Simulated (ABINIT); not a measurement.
## Quasiparticle gap of CsH (Pm-3m) in ABINIT

How does a plane-wave GW calculation on CsH (Pm-3m) run from the first input to the gap?

Main program and level: ABINIT 10.8.3; LDA and many-body steps on it, plane waves.

## 1. Set-up

It takes space group Pm-3m (No. 221, cubic). The conventional cell has a = 3.818 Å, b = 3.818 Å, c = 3.818 Å, α = 90.00°, β = 90.00°, γ = 90.00°. Cs has 8 H at 3.31 Å nearest. Nearest to H lie 8 Cs at 3.31 Å. Farther neighbours are not listed.

The cell and positions are those that the Materials Project relaxed with its own functionals (PBE, PBE+U or r2SCAN), kept fixed. Spin-orbit coupling is left out unless a step names it.

## 2. Ground state

This step: ABINIT 10.8.3; DFT, LDA, plane waves, norm-conserving pseudopotentials.

The ground-state density comes first.

The input, run.abi:

```
acell 3*1.0 Angstrom
rprim 
  3.818408540000 0.000000000000 0.000000000000
  0.000000000000 3.818408540000 0.000000000000
  0.000000000000 0.000000000000 3.818408540000
ntypat 2
znucl 55 1
natom 2
typat 1 2
xred 
  0.000000000000 0.000000000000 0.000000000000
  0.500000000000 0.500000000000 0.500000000000
pp_dirpath "pseudos"
pseudos "Cs.upf, H.upf"
ecut 31
ngkpt 6 6 6
nshiftk 1
shiftk 0 0 0
kptopt 1
chksymbreak 0
nband 10
occopt 1
tolvrs 1e-10
nstep 60
prtwf 0
optforces 0
optstress 0
indata_prefix "in"
outdata_prefix "out"
tmpdata_prefix "tmp"
```

On the command line:

```sh
> OMP_NUM_THREADS=1 mpirun -n 4 abinit run.abi > log
```

Numbers of over 12 decimals in the logs are rounded to 6 here.

What it wrote:

```text
.Version 10.8.3 of ABINIT. v10.8.2 released Aug 2026.

 Symmetries : space group Pm -3 m (#221); Bravais cP (primitive cubic)
================================================================================
 Values of the parameters that define the memory need of the present run
     intxc =       0    ionmov =       0      iscf =       7    lmnmax =       8
     lnmax =       8     mgfft =      40  mpssoang =       4    mqgrid =    3001
     natom =       2  nloc_mem =       1    nspden =       1   nspinor =       1
    nsppol =       1      nsym =      48    n1xccc =    2501    ntypat =       2
    occopt =       1   xclevel =       1
-    mband =          10        mffmem =           1         mkmem =           5
       mpw =        3124          nfft =       64000          nkpt =          20
================================================================================
  Rough estimation (10% accuracy) of disk space for files :
================================================================================

--------------------------------------------------------------------------------
------------- Echo of variables that govern the present computation ------------
--------------------------------------------------------------------------------
 -outvars: echo values of preprocessed input variables --------
            acell      1.8897261259E+00  1.8897261259E+00  1.8897261259E+00 Bohr

      chksymbreak           0
             ecut      3.10000000E+01 Hartree
-          fftalg         312

              ixc       -1012
              kpt      0.00000000E+00  0.00000000E+00  0.00000000E+00
                       1.66666667E-01  0.00000000E+00  0.00000000E+00
                       3.33333333E-01  0.00000000E+00  0.00000000E+00
                       5.00000000E-01  0.00000000E+00  0.00000000E+00
                       1.66666667E-01  1.66666667E-01  0.00000000E+00
                       3.33333333E-01  1.66666667E-01  0.00000000E+00
                       5.00000000E-01  1.66666667E-01  0.00000000E+00
                       3.33333333E-01  3.33333333E-01  0.00000000E+00
                       5.00000000E-01  3.33333333E-01  0.00000000E+00
   [... 9 further rows ...]
                       5.00000000E-01  5.00000000E-01  3.33333333E-01
                       5.00000000E-01  5.00000000E-01  5.00000000E-01
         kptrlatt        6    0    0      0    6    0      0    0    6
          kptrlen      4.32944783E+01
P           mkmem           5
            natom           2
            nband          10
            ngfft          40      40      40
             nkpt          20
            nstep          60
             nsym          48
           ntypat           2
              occ      2.000000  2.000000  2.000000  2.000000  2.000000  0.000000
                       0.000000  0.000000  0.000000  0.000000
        optforces           0
        optstress           0
            prtwf           0
            rprim      3.8184085400E+00  0.0000000000E+00  0.0000000000E+00
[...]
spgroup         221

           tolvrs      1.00000000E-10

             xred      0.0000000000E+00  0.0000000000E+00  0.0000000000E+00
[...]
znucl       55.00000    1.00000

================================================================================

 chkinp: Checking input parameters for consistency.

================================================================================
== DATASET  1 ==================================================================
-   mpi_nproc: 4, omp_nthreads: 1 (-1 if OMP is not activated)

--- !DatasetInfo
iteration_state: {dtset: 1, }
dimensions: {natom: 2, nkpt: 20, mband: 10, nsppol: 1, nspinor: 1, nspden: 1, mpw: 3124, }
cutoff_energies: {ecut:  31.0, pawecutdg:  -1.0, }
electrons: {nelect:   1.00000000E+01, charge:   0.00000000E+00, occopt:   1.00000000E+00, tsmear:   1.00000000E-02, }

 Real(R)+Recip(G) space primitive vectors, cartesian coordinates (Bohr,Bohr^-1):
 R(1)=  7.2157464  0.0000000  0.0000000  G(1)=  0.1385858  0.0000000  0.0000000
 R(2)=  0.0000000  7.2157464  0.0000000  G(2)=  0.0000000  0.1385858  0.0000000
 R(3)=  0.0000000  0.0000000  7.2157464  G(3)=  0.0000000  0.0000000  0.1385858
 Unit cell volume ucvol=  3.7570224E+02 bohr^3
 Angles (23,13,12)=  9.00000000E+01  9.00000000E+01  9.00000000E+01 degrees

 getcut: wavevector=  0.0000  0.0000  0.0000  ngfft=  40  40  40
         ecut(hartree)=     31.000   => boxcut(ratio)=   2.21173

 getcut : COMMENT -
  Note that boxcut > 2.2 ; recall that boxcut=Gcut(box)/Gcut(sphere) = 2
  is sufficient for exact treatment of convolution.
  Such a large boxcut is a waste : you could raise ecut
  e.g. ecut=   37.911173 Hartrees makes boxcut=2

--- Pseudopotential description ------------------------------------------------
- Cs Generated using ONCVPSP code by D. R. Hamann
- 55.00000   9.00000  201201                  znucl, zion, pspdat
12 -1012 3 -1 2328                            pspcod,pspxc,lmax,lloc,mmax
     nproj     2     2     2     2
  pspatm : epsatm=   21.68725381
         --- l  ekb(1:nproj) -->
[...]
pspatm: atomic psp has been read  and splines computed

- H Generated using ONCVPSP code by D. R. Hamann
-  1.00000   1.00000  180309                  znucl, zion, pspdat
12 -1012 1 -1 1180                            pspcod,pspxc,lmax,lloc,mmax
     nproj     2     1     0     0
  pspatm : epsatm=    0.35439867
         --- l  ekb(1:nproj) -->
             0   -1.665338   -0.519510
             1   -0.275071
 pspatm: atomic psp has been read  and splines computed

   2.20416525E+02                                ecore*ucvol(ha*bohr**3)
--------------------------------------------------------------------------------

_setup2: Arith. and geom. avg. npw (full set) are    3096.431    3096.400

================================================================================

--- !BeginCycle
iteration_state: {dtset: 1, }
solver: {iscf: 7, nstep: 60, nline: 4, wfoptalg: 0, }
tolerances: {tolvrs: 1.00E-10, }

     iter   Etot(hartree)      deltaE(h)  residm     vres2
 ETOT  1  -23.997470514663    -2.400E+01 2.145E-02 1.848E+02
 ETOT  2  -24.027199240022    -2.973E-02 3.040E-03 1.025E+00
 ETOT  3  -24.027444452491    -2.452E-04 5.630E-04 6.028E-01
 ETOT  4  -24.027489779309    -4.533E-05 1.928E-04 1.178E-03
 ETOT  5  -24.027490015139    -2.358E-07 4.084E-04 2.575E-05
 ETOT  6  -24.027490025628    -1.049E-08 2.154E-04 1.484E-06
 ETOT  7  -24.027490026184    -5.564E-10 2.925E-04 1.007E-07
 ETOT  8  -24.027490026222    -3.811E-11 1.161E-04 2.986E-09
 ETOT  9  -24.027490026224    -1.730E-12 1.598E-04 1.404E-11

 At SCF step    9       vres2   =  1.40E-11 < tolvrs=  1.00E-10 =>converged.

--- !ResultsGS
iteration_state: {dtset: 1, }
comment   : Summary of ground state results
lattice_vectors:
- [  7.2157464,   0.0000000,   0.0000000, ]
- [  0.0000000,   7.2157464,   0.0000000, ]
- [  0.0000000,   0.0000000,   7.2157464, ]
lattice_lengths: [   7.21575,    7.21575,    7.21575, ]
lattice_angles: [ 90.000,  90.000,  90.000, ] # degrees, (23, 13, 12)
lattice_volume:   3.7570224E+02
convergence: {deltae: -1.730E-12, res2:  1.404E-11, residm:  1.598E-04, diffor:  0.000E+00, }
etotal    :  -2.40274900E+01
entropy   :   0.00000000E+00
fermie    :   9.74770386E-02
cartesian_stress_tensor: null
pressure_GPa: null
xred      :
- [  0.0000E+00,   0.0000E+00,   0.0000E+00, Cs]
- [  5.0000E-01,   5.0000E-01,   5.0000E-01,  H]
cartesian_forces: null
force_length_stats: {min: null, max: null, mean: null, }

 Integrated electronic density in atomic spheres:
 ------------------------------------------------
 Atom  Sphere_radius  Integrated_density
    1        2.00000          4.47155990
    2        2.00000          1.06597670
================================================================================

 ----iterations are completed or convergence reached----

 Mean square residual over all n,k,spin=   11.098E-07; max=  15.977E-05
 reduced coordinates (array xred) for    2 atoms
       0.000000000000      0.000000000000      0.000000000000
       0.500000000000      0.500000000000      0.500000000000
 rms dE/dt=  0.0000E+00; max dE/dt=  0.0000E+00; dE/dt below (all hartree)
    1       0.000000000000      0.000000000000      0.000000000000
    2       0.000000000000      0.000000000000      0.000000000000

 cartesian coordinates (angstrom) at end:
    1      0.000000     0.000000     0.000000
    2      1.909204     1.909204     1.909204
 length scales=  1.889726125908  1.889726125908  1.889726125908 bohr
              =  1.000000000000  1.000000000000  1.000000000000 angstroms
 prteigrs : about to open file out_EIG
 Fermi (or HOMO) energy (hartree) =   0.09748   Average Vxc (hartree)=  -0.30894
 Eigenvalues (hartree) for nkpt=  20  k points:
 kpt#   1, nband= 10, wtk=  0.00463, kpt=  0.0000  0.0000  0.0000 (reduced coord)
  -0.70814   -0.19339   -0.19339   -0.19339    0.01979    0.21163    0.21163    0.35371
   0.44236    0.44286
 prteigrs : prtvol=0 or 1, do not print more k-points.

--- !EnergyTerms
iteration_state     : {dtset: 1, }
comment             : Components of total free energy in Hartree
kinetic             :  5.64818551155264E+00
hartree             :  2.82510975350164E+00
xc                  : -7.19556179025080E+00
Ewald energy        : -1.71218074924922E+01
psp_core            :  5.86678767244908E-01
local_psp           : -1.20726242277951E+01
non_local_psp       :  3.30252945201476E+00
total_energy        : -2.40274900262242E+01
total_energy_eV     : -6.53821311625043E+02
band_energy         : -2.55694101041213E+00

== END DATASET(S) ==============================================================
================================================================================

 -outvars: echo values of variables after computation  --------
           etotal     -2.4027490026E+01
            nband          10
             nkpt          20
          spgroup         221
 [... the other variables as echoed above ...]

 Calculation completed.
```

Elapsed: 10 s, on 4 MPI ranks of Arm Neoverse N1, shared host; peak memory 0.3 GiB.

Numbers from this step:

| Quantity | Value |
| --- | --- |
| total energy | -653.8213 eV |
| gap | 2.297 eV |
| k of the valence top | 0.5, 0.5, 0.5 |
| k of the conduction bottom | 0.5, 0, 0 |
| least direct gap | 2.488 eV |

The gap is indirect, with the least direct gap 0.19 eV higher.

(Continued in part 2 of 3.)

[Paths, hosts, dates, memory and timing lines, banners, echoed tables and standing remarks are left out of the program output.]

[Logs are printed without paths, hosts, clocks, repeated set-up lines and the standing remarks that a program may print on its own settings, such as how far it seeks lower states.]

[Runs of the session that timed out or met a known fault of the program may be left out.]

[Hosts, paths, dates, database ids (printed as entryN), source tags and the programs' standing remarks are cut or masked in the printed files.]

[G0W0 gaps are taken among the corrected bands and points alone; a level outside them can change the order at an edge.]

[Where Ansatz stands beside ABINIT at settings called matched, ABINIT's density can come from a denser mesh and the files from another edition; pairs whose starting gaps differed by over 0.03 eV were left out, so agreement reads better than it is.]
